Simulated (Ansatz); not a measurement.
**Heat carried by phonons in CdS (Greenockite, P6_3mc)**

Wanted: κ(T), lifetimes and mean free paths for CdS (Greenockite).

Measurements to reproduce:
- thermal conductivity 16 W/m/K near room temperature (given in “Combining the AFLOW GIBBS and Elastic Libraries to efficiently and robustly screen thermo-mechanical properties of solids”, 2017, arXiv:1611.05714)

Calculated with Ansatz 0.2.0; DFT LDA, scalar-relativistic, plane waves, PAW.

Most raw output is cut from this account.

The database entry behind the starting cell differs from later determinations by our own check (about 0.35 % long), so it need not match the best structure at ambient conditions.

## (1) Starting point

The structure is hexagonal, space group P6_3mc (No. 186). Conventional cell: a = 4.150 Å, b = 4.150 Å, c = 6.737 Å, α = 90.00°, β = 90.00°, γ = 120.00°. Cd has 4 S at 2.53 to 2.54 Å nearest. Nearest to S lie 4 Cd at 2.53 to 2.54 Å. Farther neighbours and most contacts between anions are not listed.

As a file:

```cif
data_structure
_symmetry_space_group_name_H-M 'P 1'
_symmetry_Int_Tables_number 1
_cell_length_a 4.1500
_cell_length_b 4.1500
_cell_length_c 6.7370
_cell_angle_alpha 90.000
_cell_angle_beta 90.000
_cell_angle_gamma 120.000
_cell_volume 100.48
loop_
_atom_site_label
_atom_site_type_symbol
_atom_site_fract_x
_atom_site_fract_y
_atom_site_fract_z
_atom_site_occupancy
Cd1 Cd 0.33333 0.66667 0.00000 1
Cd2 Cd 0.66667 0.33333 0.50000 1
S3 S 0.33333 0.66667 0.37500 1
S4 S 0.66667 0.33333 0.87500 1
```

## (2) Probe on a coarse mesh

A cheap single point shows whether the cell is a metal or an insulator and how far it is from rest; that sets the k-mesh and the occupations of what follows.

The input, input.yaml:

```yaml
crystal:
  lattice:
    - [4.15, 0.0, 0.0]
    - [-2.075, 3.5940054257, 0.0]
    - [0.0, 0.0, 6.737]
  atoms:
    - { symbol: Cd, position: [0.3333333333, 0.6666666667, 0.0] }
    - { symbol: Cd, position: [0.6666666667, 0.3333333333, 0.5] }
    - { symbol: S, position: [0.3333333333, 0.6666666667, 0.375] }
    - { symbol: S, position: [0.6666666667, 0.3333333333, 0.875] }
kpoints:
  mp_grid: { grid: [6, 6, 4] }
hamiltonian:
  xc: lda
scf:
  occupations: { method: gaussian, width: 0.1 }
output:
  forces: true
  stress: true
  eigenvalues: true
```

Run with:

```
$ ansatz run input.yaml --threads 18 --pin off --max-ram 92160MiB --backend cuda --events-out ev --progress --plain --runs-dir out
```

It took 1.5 s on 1 × NVIDIA GB200 with 18 threads of Arm Neoverse V2, shared host; peak memory 1.1 GiB; 2 s of CPU time.

Numbers from this step:

* pressure: -3.117 GPa
* gap on the k-mesh: 0.9102 eV
* volume per atom: 25.12 Å³/atom

Force by atom:

```csv
atom,x (eV/Å),y (eV/Å),z (eV/Å),size
Cd1,0.0000,0.0000,-0.0606,0.0606
Cd2,0.0000,0.0000,-0.0606,0.0606
S3,0.0000,0.0000,0.0606,0.0606
S4,0.0000,0.0000,0.0606,0.0606
```

The start is under -3.1 GPa at this level and looks like an insulator or semiconductor on this mesh.

## (3) Finding the static equilibrium

Phonons are second derivatives about a minimum, so cell and atoms are relaxed first, inside the symmetry of the start.

input.yaml, the sections that differ from step 2:

```yaml
kpoints:
  mp_grid: { grid: [9, 9, 4] }
scf:
  occupations: { method: gaussian, width: 0.02 }
relax:
  adjacent_minimum: "off"
  f_tol: 0.005
  max_steps: 80
  cell: { stress_tol: 0.05 }
# crystal, hamiltonian, output: as in step 2
```

Elapsed: 3 s, on 1 × NVIDIA GB200 with 18 threads; peak memory 1.1 GiB; 7.3 s of CPU time.

The steps of the relaxation:

```csv
step,energy less that of the first step (eV),largest force component (eV/Å),pressure (GPa),volume (Å³)
1,0.0000,0.0617,-3.12,100.48
2,-0.0533,0.0155,0.24,95.06
3,-0.0535,0.0058,-0.02,95.42
4,-0.0535,0.0001,0.00,95.40
5*,-0.0530,0.0001,0.00,95.40
```

Relaxation steps marked * repeat the geometry before them on a plane-wave basis chosen anew for their cell, so energy and pressure can jump there.

The run keeps the 12 symmetry operations that it works with, so distortions that break them were not tested.

```csv
"conventional cell, symmetrised",before,after,change
a (Å),4.150,4.074,-1.8 %
b (Å),4.150,4.074,-1.8 %
c (Å),6.737,6.638,-1.5 %
volume (Å³/atom),25.12,23.85,-5.1 %
```

The relaxed structure:

```xyz
4
Lattice="4.0735 0.0000 0.0000 -2.0368 3.5278 0.0000 0.0000 0.0000 6.6383" Properties=species:S:1:pos:R:3 pbc="T T T"
Cd    0.0000    2.3519   -0.0036
Cd    2.0368    1.1759    3.3156
S     0.0000    2.3519    2.4929
S     2.0368    1.1759    5.8120
```

Numbers from this step:

| Quantity | Value |
| --- | --- |
| pressure | 0.002063 GPa |
| gap on the k-mesh | 1.027 eV |
| volume per atom | 23.85 Å³/atom |

The relaxation ends with a largest force component of 1.3e-4 eV/Å and a pressure of 0.00 GPa.

## (4) Tight relaxation

The thresholds are tightened for a last relaxation ahead of the phonons, and where mesh or smearing change with them the cell follows.

The input, input.yaml:

```yaml
crystal:
  lattice:
    - [4.0735341913, 0.0, 0.0]
    - [-2.0367670957, 3.5277840929, 0.0]
    - [0.0, 0.0, 6.6382535336]
  atoms:
    - { symbol: Cd, position: [0.3333333333, 0.6666666667, -0.0005357139] }
    - { symbol: Cd, position: [0.6666666667, 0.3333333333, 0.4994642861] }
    - { symbol: S, position: [0.3333333333, 0.6666666667, 0.3755357139] }
    - { symbol: S, position: [0.6666666667, 0.3333333333, 0.8755357139] }
kpoints:
  mp_grid: { grid: [9, 9, 4] }
hamiltonian:
  xc: lda
scf:
  occupations: { method: fixed }
output:
  forces: true
  stress: true
  eigenvalues: true
relax:
  adjacent_minimum: "off"
  f_tol: 0.001
  max_steps: 60
  cell: { stress_tol: 0.01 }
```

Wall time 1.9 s (1 × NVIDIA GB200 with 18 threads); peak memory 1.1 GiB.

Little changed from the start: no atom moved by 0.005 Å and no cell edge by 0.1 %.

Numbers from this step:

```yaml
pressure: 0.002061 GPa
```

The residual pressure is 0.0021 GPa, small enough for phonons.

## (5) Anharmonic force constants and conductivity

Pairs of atoms inside the cutoff are displaced in a supercell, the forces give the cubic constants, and these give the three-phonon rates of the Boltzmann equation.

input.yaml, the sections that differ from step 4:

```yaml
kpoints:
  mp_grid: { grid: [6, 6, 4] }
output:
  eigenvalues: true
phonons:
  method: fd
  dielectric: true
  supercell: [3, 3, 2]
  temperatures: { t_max: 1000, t_step: 50 }
  qpath:
    path:
      - [[0.0, 0.0, 0.0], [0.5, 0.0, 0.0], [0.33333333, 0.33333333, 0.0], [0.0, 0.0, 0.0], [0.0, 0.0, 0.5], [0.5, 0.0, 0.5], [0.33333333, 0.33333333, 0.5], [0.0, 0.0, 0.5]]
      - [[0.5, 0.0, 0.5], [0.5, 0.0, 0.0]]
      - [[0.33333333, 0.33333333, 0.0], [0.33333333, 0.33333333, 0.5]]
    npoints: 10
  third_order: { supercell: [3, 3, 2], pair_cutoff: 4.928 }
  lattice_thermal_conductivity:
    qmesh: [15, 15, 7]
    temperatures: [100.0, 150.0, 200.0, 300.0, 400.0, 500.0, 600.0, 800.0]
    isotope_mass_variance:
      - { species: Cd, variance: 0.0002716 }
      - { species: S, variance: 0.0001651 }
# crystal, hamiltonian, scf: as in step 4
# relax: removed
```

Elapsed: 5.8 min, on 1 × NVIDIA GB200 with 18 threads; peak memory 6.3 GiB; 56 min of CPU time.

This step gave:

- lowest frequency on the path: 0 cm⁻¹
- zero-point energy: 0.1339 eV/cell
- point group: 6mm
- highest frequency: 309.3 cm⁻¹
- Debye temperature from the second moment: 388 K
- κ at 300 K (relaxation time): 15.45 W/m/K
- κ at 300 K (full solution): 17.48 W/m/K
- dipole term: run
- mean free path at half of κ: 91.3 nm
- share of κ above the three lowest branches: 0.288
- third-order blocks: 1444
- periodic aliases dropped: 168
- largest relative sum-rule correction: 0.4634
- displaced cells, third order: 356

LO-TO term included. Phonon branches along the path, in cm⁻¹:

```csv
point,branch 1,branch 2,branch 3,branch 4,branch 9,branch 10,branch 11,branch 12
Γ,0,0,0,42,261,261,298,307
halfway,31,39,48,75,273,280,298,305
M,43,62,62,68,285,286,300,309
halfway,57,63,67,70,280,292,297,308
K,67,67,68,75,289,291,291,309
halfway,43,44,56,74,276,282,300,303
Γ,0,0,0,42,261,261,298,307
halfway,21,21,41,41,259,259,297,305
A,35,35,35,35,254,254,301,301
halfway,45,45,55,55,272,272,298,298
L,52,52,54,54,277,277,304,304
halfway,47,47,66,66,285,285,302,302
H,44,44,74,74,291,291,300,300
halfway,52,52,54,54,275,275,298,298
A,35,35,35,35,254,254,301,301
jump to L,52,52,54,54,277,277,304,304
halfway,47,56,60,61,283,283,301,308
M,43,62,62,68,285,286,300,309
jump to K,67,67,68,75,289,291,291,309
halfway,56,56,70,75,291,291,292,307
H,44,44,74,74,291,291,300,300
```

W/m/K. Kappa, by row:

```csv
T (K),RTA xx,RTA yy,RTA zz,full xx,full yy,full zz,coherence part xx,coherence part yy,coherence part zz,ending,iterations,least Ritz value
100,46.27,46.27,50.9,52.79,52.79,54.53,0.02707,0.02707,0.00525,converged,7,0.644
150,30.24,30.24,32.17,34.74,34.74,34.3,0.03822,0.03822,0.009726,converged,8,0.61
200,22.65,22.65,23.69,26.17,26.17,25.21,0.0446,0.0446,0.01352,converged,8,0.587
300,15.3,15.3,15.75,17.85,17.85,16.75,0.05128,0.05128,0.01965,converged,8,0.559
400,11.65,11.65,11.89,13.67,13.67,12.64,0.05533,0.05533,0.02475,converged,8,0.541
500,9.431,9.431,9.583,11.13,11.13,10.19,0.05859,0.05859,0.02929,converged,8,0.53
600,7.938,7.938,8.039,9.399,9.399,8.548,0.06151,0.06151,0.03344,converged,8,0.522
800,6.046,6.046,6.096,7.194,7.194,6.483,0.06688,0.06688,0.04088,converged,9,0.51
```

Lattice thermal conductivity against temperature:

```csv
temperature (K),RTA xx (W/m/K),RTA zz (W/m/K),full xx (W/m/K),full zz (W/m/K)
100,46.3,50.9,52.8,54.5
150,30.2,32.2,34.7,34.3
200,22.6,23.7,26.2,25.2
300,15.3,15.8,17.9,16.8
400,11.7,11.9,13.7,12.6
500,9.43,9.58,11.1,10.2
600,7.94,8.04,9.40,8.55
800,6.05,6.10,7.19,6.48
```

The modes has structure finer than the step of the table below, so its rows give means over 10 cm⁻¹, whole bins alone (the curve runs from -10 to 328 cm⁻¹). Peaks (cm⁻¹: height): Cd 49.6: 0.112, 139.0: 0.0944, 271.0: 0.0224; S 47.5: 0.0202, 271.0: 0.137, 298.7: 0.164.

Phonopy on the run's constants, 17x17x9 mesh, Gaussian sigma 2.4 cm⁻¹. Modes against wavenumber; means over each step; values in 1/cm⁻¹/cell:

```csv
wavenumber (cm⁻¹),Cd,S
0,1.4e-4,3.9e-5
10,0.00153,4.2e-4
20,0.00547,0.00145
30,0.0149,0.00363
40,0.0504,0.0105
50,0.105,0.0188
60,0.0977,0.0147
70,0.0674,0.00855
80,0.00902,0.00132
90,0.00508,9.2e-4
100,0.00710,0.00112
110,0.0119,0.00152
120,0.0210,0.00192
130,0.0510,0.00255
140,0.0768,0.00148
150,0.00614,8.0e-5
160,0,0
170,0,0
180,0,0
190,0,0
200,0,0
210,0,0
220,0,0
230,2.0e-7,2.0e-6
240,3.3e-4,0.00124
250,0.00438,0.0176
260,0.0123,0.0582
270,0.0201,0.120
280,0.0117,0.102
290,0.00566,0.0612
300,0.0118,0.133
310,0.00278,0.0376
320,7.0e-6,1.0e-4
```

Distinct triplets, nearest first. Third order norms, by row:

```csv
sites,side 1 (Å),side 2 (Å),side 3 (Å),norm of the 27 components (eV/Å³)
Cd-Cd-Cd,0,0,0,54.07
S-S-S,0,0,0,58.45
Cd-S-S,0,2.49,2.49,23.77
Cd-S-Cd,0,2.49,2.49,23.67
Cd-Cd-S,0,2.5,2.5,23.06
Cd-S-S,0,2.5,2.5,23.32
Cd-Cd-S,2.49,2.49,4.07,0.419
Cd-S-S,2.49,2.49,4.07,0.683
Cd-Cd-S,2.49,2.5,4.07,0.429
Cd-S-S,2.49,2.5,4.07,0.642
Cd-Cd-Cd,0,4.07,4.07,0.399
Cd-Cd-Cd,4.07,4.07,4.07,0.061
Cd-Cd-Cd,4.07,4.07,4.07,0.024
Cd-Cd-Cd,0,4.07,4.07,0.413
Cd-Cd-Cd,0,4.07,4.07,0.473
S-S-S,0,4.07,4.07,1.032
S-S-S,4.07,4.07,4.07,0.036
S-S-S,4.07,4.07,4.07,0.146
S-S-S,4.07,4.07,4.07,0.172
S-S-S,4.07,4.07,4.07,0.024
S-S-S,0,4.07,4.07,1.079
S-S-S,0,4.07,4.07,1.04
Cd-Cd-S,2.49,4.07,4.14,0.112
Cd-S-S,2.49,4.07,4.14,0.067
Cd-S-S,0,4.14,4.14,0.113
Cd-S-Cd,0,4.14,4.14,0.122
Cd-S-Cd,2.49,4.07,4.78,0.087
Cd-S-S,2.49,4.07,4.78,0.078
Cd-Cd-S,2.5,4.07,4.78,0.078
Cd-S-S,2.5,4.07,4.78,0.083
```

Born charge (rows field, columns displacement) (e), principal values of the symmetric part by kind of site:

```csv
atom,atoms with these values,low,middle,high,mean
Cd1,2,2.06,2.06,2.16,2.10
S3,2,-2.16,-2.06,-2.06,-2.10
```

In full for S3:

```
-2.06  0.00  0.00
 0.00 -2.06  0.00
 0.00  0.00 -2.16
```

RTA, 300 K. Kappa by branch, by row:

```csv
branch (by rank),mean frequency (THz),mean rms speed (km/s),median lifetime (ps),share of kappa
1,1.32,0.96,45,0.215
2,1.46,1.08,48.5,0.284
3,1.7,0.86,39.3,0.213
4,1.96,0.91,26.7,0.142
5,3.49,1.79,6.6,0.104
6,4.07,0.72,7.46,0.013
7,7.93,0.64,3.49,0.004
8,8.02,0.66,3.73,0.005
9,8.29,0.68,6.47,0.009
10,8.44,0.7,8.83,0.01
11,8.94,0.28,2.38,0.001
12,9.11,0.37,2.23,0.001
```

The spectral kappa at 300 K by frequency; read off at these points; values in W/m/K/THz:

```csv
frequency (THz),relaxation time (W/m/K/THz),full solution (W/m/K/THz)
0.10,0,0
0.30,1.79,1.84
0.50,3.50,3.71
0.70,8.05,8.63
0.90,6.26,6.97
1.10,11.7,13.5
1.30,7.68,9.55
1.50,13.1,15.1
1.90,6.46,7.23
2.10,2.65,2.92
2.30,0.745,0.805
2.50,0.490,0.517
2.90,0.343,0.337
3.10,0.283,0.272
3.30,0.519,0.535
3.50,0.348,0.344
3.90,0.678,0.782
4.10,0.597,0.718
4.30,0.141,0.159
4.50,0,0
4.90,0,0
5.10,0,0
5.30,0,0
5.50,0,0
5.90,0,0
6.10,0,0
6.30,0,0
6.50,0,0
6.90,0,0
7.10,0,0
7.30,7.2e-4,3.8e-4
7.50,0.0233,0.0282
7.90,0.285,0.328
8.10,0.439,0.473
8.30,0.485,0.527
8.50,0.536,0.617
8.90,0.0702,0.122
9.10,0.0651,0.158
9.30,0.00359,0.0134
```

Relaxation-time solution. The share of κ carried by shorter paths by mean free path:

```csv
mean free path (nm),100 K,300 K,800 K
0.464,0,0,0.001
0.681,0,0,0.003
1,0,0.001,0.006
1.47,0,0.002,0.012
2.15,0,0.004,0.024
3.16,0,0.009,0.05
4.64,0.001,0.019,0.087
6.81,0.003,0.034,0.103
10,0.006,0.069,0.144
14.7,0.009,0.084,0.235
21.5,0.016,0.108,0.363
31.6,0.04,0.173,0.481
46.4,0.053,0.3,0.627
68.1,0.083,0.411,0.743
100,0.162,0.539,0.804
147,0.264,0.674,0.876
215,0.343,0.744,0.934
316,0.426,0.852,0.951
464,0.503,0.877,1
681,0.628,0.931,1
1000,0.755,0.946,1
1470,0.819,1,1
2150,0.9,1,1
3160,0.91,1,1
4640,0.952,1,1
6810,1,1,1
```

300 K; a sample spread over frequency. Mode lifetimes, by row, the first 40 of 90 rows:

```csv
q1,q2,q3,branch,frequency (THz),rms speed (km/s),three-phonon rate (1/ps),isotope rate (1/ps),lifetime (ps),mean free path (nm)
0,0.0667,0,1,0.257,1.35,0.00499,3.78e-7,200,271
0,0,0.2857,1,0.695,1.36,0.00449,4.25e-5,221,301
0,0,0.4286,2,0.948,0.98,0.00702,1.84e-4,139,136
0,0.1333,0.2857,2,1.075,1.98,0.0113,3.53e-4,85.7,170
0,0.0667,0.1429,3,1.149,3.82,0.00699,5.28e-4,133,508
0.0667,0.2,0.2857,2,1.225,1.39,0.0134,8.44e-4,70.3,97.7
0,0.1333,0.2857,3,1.269,0.37,0.019,0.00127,49.3,18.1
0.0667,0.3333,0.1429,1,1.324,1.04,0.0211,0.00179,43.8,45.6
0.0667,0.1333,0.2857,3,1.37,0.76,0.0191,0.00249,46.4,35.1
0.0667,0.2667,0,2,1.389,1.25,0.0112,0.00399,65.7,82.1
0.1333,0.4,0.4286,1,1.419,0.3,0.0251,0.00363,34.8,10.4
0,0.2667,0,3,1.462,0.75,0.0195,0.00284,44.8,33.6
0.0667,0.0667,0.4286,4,1.497,1.59,0.0113,0.00323,68.9,109
0.2,0.2,0,2,1.522,1.15,0.0126,0.00387,60.6,69.7
0,0.4667,0.4286,1,1.553,0.14,0.0229,0.00387,37.4,5.21
0,0.3333,0.2857,3,1.594,0.68,0.0193,0.00324,44.3,30.3
0,0.4667,0.4286,3,1.624,0.68,0.0232,0.00328,37.8,25.5
0.0667,0.4,0.4286,3,1.678,0.92,0.0211,0.00319,41.1,37.8
0.1333,0.2667,0.4286,3,1.711,1.1,0.0194,0.00362,43.4,47.9
0,0.4,0.1429,3,1.747,0.61,0.0238,0.00469,35.1,21.5
0.1333,0.2667,0.4286,4,1.79,0.87,0.024,0.00458,34.9,30.5
0.2667,0.3333,0.1429,1,1.815,1.11,0.0275,0.00436,31.4,34.9
0.0667,0.4667,0,2,1.857,0.09,0.0268,0.00372,32.7,3.1
0.2,0.2667,0.4286,3,1.904,1.01,0.0258,0.00428,33.2,33.7
0.0667,0.3333,0.2857,4,1.941,1.13,0.0322,0.00428,27.4,30.8
0.2,0.3333,0.1429,3,1.991,0.82,0.0365,0.00422,24.5,20
0,0.2667,0.2857,4,2.033,0.97,0.0327,0.00504,26.5,25.7
0.1333,0.3333,0.1429,4,2.077,0.78,0.041,0.00444,22,17.1
0.2,0.3333,0,4,2.124,0.16,0.0457,0.00473,19.8,3.2
0.0667,0.1333,0.1429,5,2.166,3.51,0.0533,0.0037,17.5,61.5
0,0.1333,0.2857,5,2.225,3.47,0.0801,0.00171,12.2,42.4
0,0,0.4286,5,2.693,3.32,0.284,8.44e-4,3.51,11.7
0.0667,0.2667,0.1429,5,3.228,2.58,0.264,0.00133,3.78,9.75
0.1333,0.2667,0.1429,5,3.464,2.06,0.248,0.00253,4,8.25
0.1333,0.3333,0,5,3.687,1.4,0.165,0.00468,5.88,8.2
0.0667,0.4,0,5,3.824,1.08,0.16,0.0077,5.97,6.48
0.0667,0.2667,0.4286,6,3.912,1.58,0.155,0.0123,5.97,9.45
0,0.4667,0.1429,5,3.978,0.77,0.138,0.0131,6.64,5.1
0,0.3333,0.4286,6,4.032,1.41,0.126,0.0169,7,9.88
0,0.0667,0,6,4.086,0.19,0.136,0.0176,6.52,1.27
```

Without the LO-TO term. Gamma linewidths, by row:

```csv
branch,frequency (cm⁻¹),three-phonon rate (1/ps),isotope rate (1/ps),FWHM (cm⁻¹)
4,42,0.0256,0.00158,0.144
5,42,0.0256,0.00158,0.144
6,137,0.116,0.0172,0.706
7,240.8,0.859,0,4.56
8,247.8,0.642,7.71e-4,3.41
9,247.8,0.642,7.71e-4,3.41
10,260.8,0.374,0.0321,2.15
11,260.8,0.374,0.0321,2.15
12,307,0.248,0.0242,1.44
```

W/m/K, third of the trace; RTA populations with a boundary rate v/L added to each mode (Matthiessen's rule). Kappa by grain size, by row:

```csv
T (K),bulk,10 nm,30 nm,100 nm,300 nm,1000 nm,10000 nm,100000 nm
100,47.79,2.47,5.806,12.56,21.3,31.57,44.28,47.37
300,15.41,2.358,4.618,7.979,11,13.37,15.13,15.38
600,7.919,1.92,3.388,5.174,6.478,7.334,7.849,7.912
```

W/m/K, third of the trace; RTA populations with the isotope rates scaled. Kappa by mass disorder, by row:

```csv
T (K),no isotopes,as typed,variance x 3,variance x 10,variance x 30
100,62.95,47.79,35.7,22.47,13.39
300,17.27,15.41,13.2,9.686,6.481
600,8.437,7.919,7.189,5.754,4.13
```

At 300 K the relaxation-time value is 15.4 W/(m K).

## (6) What came out

| Quantity | Value |
| --- | --- |
| highest frequency | 309.3 cm⁻¹ |
| Debye temperature from the second moment | 388 K |
| κ at 300 K (relaxation time) | 15.45 W/m/K |
| κ at 300 K (full solution) | 17.48 W/m/K |
| mean free path at half of κ | 91.3 nm |
| share of κ above the three lowest branches | 0.288 |

What this shows: The lattice of CdS (Greenockite) conducts 17.5 W/(m K) at 300 K by LDA (mean over directions, full solution). The full solution lies +13 % from the relaxation-time value at 300 K. Above 300 K the relaxation-time κ falls as T^-0.95, near the 1/T law of three-phonon scattering. Grains of 100 nm would keep 52 % of the bulk value at 300 K, and grains of 1 µm 87 %. Removing the natural isotope disorder raises κ at 300 K by 12 %. A measured thermal conductivity near room temperature is 16 W/m/K (arXiv:1611.05714); the calculated 17.5 W/m/K differs by +9 %. Part of this agreement may be a cancellation, since four-phonon scattering and the shift of frequencies with temperature are both left out. The sum rules changed one orbit of cubic constants by up to 46 %; by the manual a large change points to a short cutoff or, on a small and distant orbit, to noisy forces. The conductivities include the coherence part between close branches; the shares for grains, isotopes, branches and paths are of the relaxation-time populations alone. Cubic couplings among atoms farther apart than the pair cutoff are dropped, and neither the cutoff nor the q-mesh was shown to be converged here. The interpolation has no quadrupole term, so branches near the zone centre are less sure, since this crystal has sites that are not centres of inversion. The PAW files were made for PBE and are used here under another functional, for which the program regenerates the frozen cores.

[Logs are printed without paths, hosts, clocks, repeated set-up lines and the standing remarks that a program may print on its own settings, such as how far it seeks lower states.]

[Hosts, paths, dates, database ids (printed as entryN), source tags and the programs' standing remarks are cut or masked in the printed files.]

[A step with changed settings may run another functional than the one named; its input shows which.]
